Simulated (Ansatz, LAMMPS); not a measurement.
# Convergence of a linear-scaling basis for amorphous carbon (160 atoms), part 2 of 2

Aim: test how closely localised support functions follow the reference on amorphous carbon (160 atoms), and at what cost. A setting counts as converged where the r.m.s. difference of forces stays under 1 % of the r.m.s. force.

Ansatz 0.2.0; Kohn-Sham DFT, PBE, PAW (set soft_2), plane waves.

The cell: 160 C. The quench rate of 500 K/ps is orders of magnitude faster than experiment. The starting topology of bonds comes from the classical model. Sampling is at Γ alone, for a cell whose shortest periodic width is 12 Å.

So far. Step 8 (Support functions medium, spacing 0.297 Å): Forces differ from the reference by 2.8 meV/Å r.m.s., 0.20 % of their size, well within a tolerance of 1 %; the energy by -4.0 meV/atom. It took 3.6 min and 25 cycles; the reference's time can't be set against it, since the two runs asked for unlike analyses. The setting is coarser than the default on purpose.

## Step 11: What the reference run shows (continued)

Valence density in the ac plane at fractional y = 0.226, with atoms of C within 0.2 Å of it. It is the smooth field of the valence electrons, not physical close to the nuclei.

Values in e/Å³, 13 rows by 16 columns, each cell a mean:
```
0.0 0.0 0.0 0.0 0.0 0.0 0.0 0.0 0.0 0.0 0.1 0.1 0.2 0.1 0.1 0.1
0.4 0.4 0.4 0.2 0.1 0.0 0.0 0.0 0.0 0.0 0.0 0.1 0.2 0.2 0.1 0.4
1.5 1.5 1.4 0.4 0.2 0.4 0.1 0.0 0.0 0.1 0.1 0.2 0.3 0.2 0.2 1.1
0.3 0.4 0.5 0.2 0.6 1.6 0.6 0.1 0.1 0.1 0.2 0.4 0.8 0.5 0.2 0.3
0.0 0.0 0.1 0.1 0.3 1.4 1.4 1.1 1.1 0.4 0.1 0.2 1.2 1.2 0.3 0.0
0.0 0.0 0.0 0.1 0.3 1.3 1.4 1.1 1.0 0.3 0.1 0.1 0.4 0.3 0.1 0.0
0.0 0.0 0.1 0.2 0.7 1.5 0.6 0.2 0.1 0.0 0.0 0.2 1.1 0.8 0.1 0.0
0.0 0.0 0.1 0.3 0.3 1.4 1.4 0.8 0.5 0.1 0.1 0.2 0.9 0.9 0.3 0.0
0.1 0.1 0.2 0.6 1.2 1.5 0.8 0.6 1.2 1.0 0.2 0.0 0.1 0.4 0.3 0.1
0.3 0.1 0.1 0.3 1.4 1.0 0.1 0.1 0.8 1.1 0.3 0.0 0.0 0.2 0.7 0.8
0.4 0.2 0.7 1.2 1.7 1.2 0.3 0.1 0.1 0.3 0.3 0.1 0.0 0.1 1.0 1.6
0.1 0.2 1.0 1.0 0.7 1.2 1.2 0.2 0.1 0.3 0.6 0.2 0.1 0.4 1.5 1.0
0.0 0.0 0.1 0.1 0.1 0.5 0.6 0.2 0.0 0.1 0.3 0.2 0.1 0.3 0.8 0.4
```
Columns run along a (12.1 Å), rows up along c (12.1 Å). Atoms in or near the plane, at fractional coordinates: C at (0.00, 0.80), C at (0.38, 0.39), C at (0.29, 0.18), C at (0.50, 0.61), C at (0.34, 0.71), C at (0.38, 0.60), C at (0.95, 0.20), C at (0.30, 0.30), C at (0.56, 0.30), C at (0.19, 0.14), C at (0.91, 0.09), C at (0.12, 0.80).

Electrostatic potential energy in the ac plane at fractional y = 0.226, with atoms of C within 0.2 Å of it. With pseudopotentials it is smooth inside the atoms' cores, unlike the true potential.

Values in eV, 13 rows by 16 columns, each cell a mean:
```
  9   9   9   9   9   9   9   9   9   9   7   7   5   7   8   9
  0   2   1   6   8   9   9   9   9   9   9   8   7   7   7   2
-38 -31 -36   3   5   3   7   9   9   8   8   5   4   6   5 -26
  2   2   1   5  -6 -47  -6   7   7   7   6   3  -6  -2   6   4
  9   9   9   8   4 -21 -25 -17 -21   3   7   5 -29 -26   5   8
  9   9   9   8   4 -19 -27 -15 -19   5   8   7   2   3   8   9
  9   9   9   7  -7 -35   0   6   7   8   8   5 -21 -12   7   9
  9   9   7   5   4 -23 -33  -5  -1   7   8   6 -15 -11   4   9
  8   8   6   1 -24 -24 -11  -2 -19 -24   5   8   7   1   2   7
  4   7   7   4 -25 -14   7   7 -13 -22   5   9   9   7  -3 -12
  1   6 -12 -21 -40 -24   5   8   8   5   5   8   9   7 -14 -39
  7   7 -17 -26  -2 -23 -28   6   9   5  -3   6   9   2 -41 -16
  9   9   8   8   8  -3  -6   7   9   8   6   7   7   4  -9   2
```
Columns run along a (12.1 Å; values clipped at the 3rd and 97th percentile), rows up along c (12.1 Å). Atoms in or near the plane, at fractional coordinates: C at (0.00, 0.80), C at (0.38, 0.39), C at (0.29, 0.18), C at (0.50, 0.61), C at (0.34, 0.71), C at (0.38, 0.60), C at (0.95, 0.20), C at (0.30, 0.30), C at (0.56, 0.30), C at (0.19, 0.14), C at (0.91, 0.09), C at (0.12, 0.80).

Löwdin charges run from -0.05 to +0.14 e, about a mean that is the spilled charge alone. Within 0.4 eV of the Fermi level the largest share is C p (94 % of the projected weight).

## Step 12: Local order

These statistics describe the geometry on which the runs were made.

Density 1.80 g/cm³, 11.11 Å³ an atom.

Pair distribution function in bins of 0.2 Å:

```csv
r (Å),total
1.30,0.18
1.50,5.52
1.70,0.12
1.90,0.00
2.10,0.00
2.30,0.34
2.50,2.28
2.70,1.13
2.90,0.66
3.10,0.62
3.30,0.84
3.50,1.07
3.70,1.32
3.90,1.17
4.10,0.83
4.30,0.98
4.50,0.96
4.70,1.06
4.90,1.13
5.10,0.97
5.30,0.93
5.50,1.00
5.70,1.06
5.90,1.02
```

Bonds by pair of elements; cutoffs follow the first minimum of g(r), held within bounds set by covalent radii, and pairs that aren't listed don't count as bonded:

| pair A-B | cutoff (Å) | bonds | mean length (Å) | spread (Å) | shortest (Å) | B about A | A about B |
| --- | --- | --- | --- | --- | --- | --- | --- |
| C-C | 1.98 | 231 | 1.48 | 0.053 | 1.34 | 2.89 | 2.89 |

How many atoms have how many bonded neighbours:

```
element  mean   2    3
      C  2.89  18  142
```

Rings of the network by King's shortest-path rule, up to 12 atoms, one path for each pair of neighbours; H, halogens, alkali and alkaline-earth atoms are left out, and the last column divides by all other atoms, bonded or not:

```
ring size (atoms)  rings  per network atom
                5      3             0.019
                6      9             0.056
                7     12             0.075
                8     10             0.062
                9     12             0.075
               10     19             0.119
               11     27             0.169
               12     13             0.081
```

Counting bonds as in the table, 89 % of C atoms have 3 bonded neighbours. Read as hybridisation, 0 % of the carbon is sp3 and 89 % sp2. Rings of 11 atoms are the most common (26 % of those counted); sizes run from 5 to 12, where the search stops.

A closer look about C153, which has 2 bonded neighbours where the commonest count for C is 3: 10 atoms, nearest first, numbered in the order of the input, with positions taken from that point.

```
atom      x      y      z  distance (Å)  bonds  Löwdin charge (e)     Fx     Fy  Fz (eV/Å)
C153   0.00   0.00   0.00          0.00      2               0.02  -1.34  -1.50       2.13
C155  -0.38  -0.83   1.01          1.36      2               0.02  -0.27   2.15      -1.88
 C75   0.23   0.96  -1.04          1.44      3               0.01   0.13  -2.89       2.70
 C53   0.04   2.40  -0.78          2.52      3               0.08  -0.59   1.22       0.16
C160   0.72   0.58  -2.39          2.56      3               0.04  -0.09  -0.05      -2.10
 C57  -1.11  -1.62   2.02          2.81      3               0.04   0.65   0.76      -1.75
 C43  -2.70  -0.59  -0.75          2.87      3               0.02  -0.30   1.25      -0.78
C131  -2.45   2.04  -0.23          3.20      3               0.03  -1.52  -0.05       1.95
 C77  -1.38   2.88  -0.88          3.31      3               0.03   1.25   1.27      -0.92
C128  -3.08   0.86  -0.93          3.33      3               0.01   1.68  -1.59       1.47
```

The column of bonds counts only the pairs C-C within 1.98 Å; other neighbours, such as metal atoms beside each other in a compound, aren't counted, and periodic images can show an atom twice.

## Step 13: Results

```yaml
free_energy_per_atom: -249.8568 eV/atom
pressure: -16.56 GPa
r_m_s_force_component: 1.385 eV/Å
wall_time_of_the_7_dft_runs: 21 min
```

**Reading.** Against plane waves at 420 eV, the forces differ by 1.0 meV/Å (0.072 %) with support functions medium. At 160 atoms the fastest of the runs at a preset level, support functions low, takes roughly 2.9 times the time of plane waves (whose run also made extra analyses, so the like-for-like ratio is larger), in 21 SCF cycles against 17. Differences between support functions and plane waves include what basis error the plane-wave run still has. As the typed spacing goes from 0.297 to 0.411 Å, the force difference goes from 2.8 to 919 meV/Å, and the time from 3.6 min to 2.9 min.

2 levels are partly filled, by over 2 % (at Γ alone): no clear gap opens at this level. Levels of broken or missing bonds inside a gap of the host would look the same. Counting bonds as in the table, 89 % of C atoms have 3 bonded neighbours. Read as hybridisation, 0 % of the carbon is sp3 and 89 % sp2.

**Limits.** The geometry was minimised with a classical potential after classical dynamics and isn't relaxed at this level: its force components are 1.4 eV/Å r.m.s. The pressure of -17 GPa belongs to a cell and atoms that aren't relaxed at this level.

[Logs are printed without paths, hosts, clocks, repeated set-up lines and the standing remarks that a program may print on its own settings, such as how far it seeks lower states.]

[Hosts, paths, dates, database ids (printed as entryN), source tags and the programs' standing remarks are cut or masked in the printed files.]
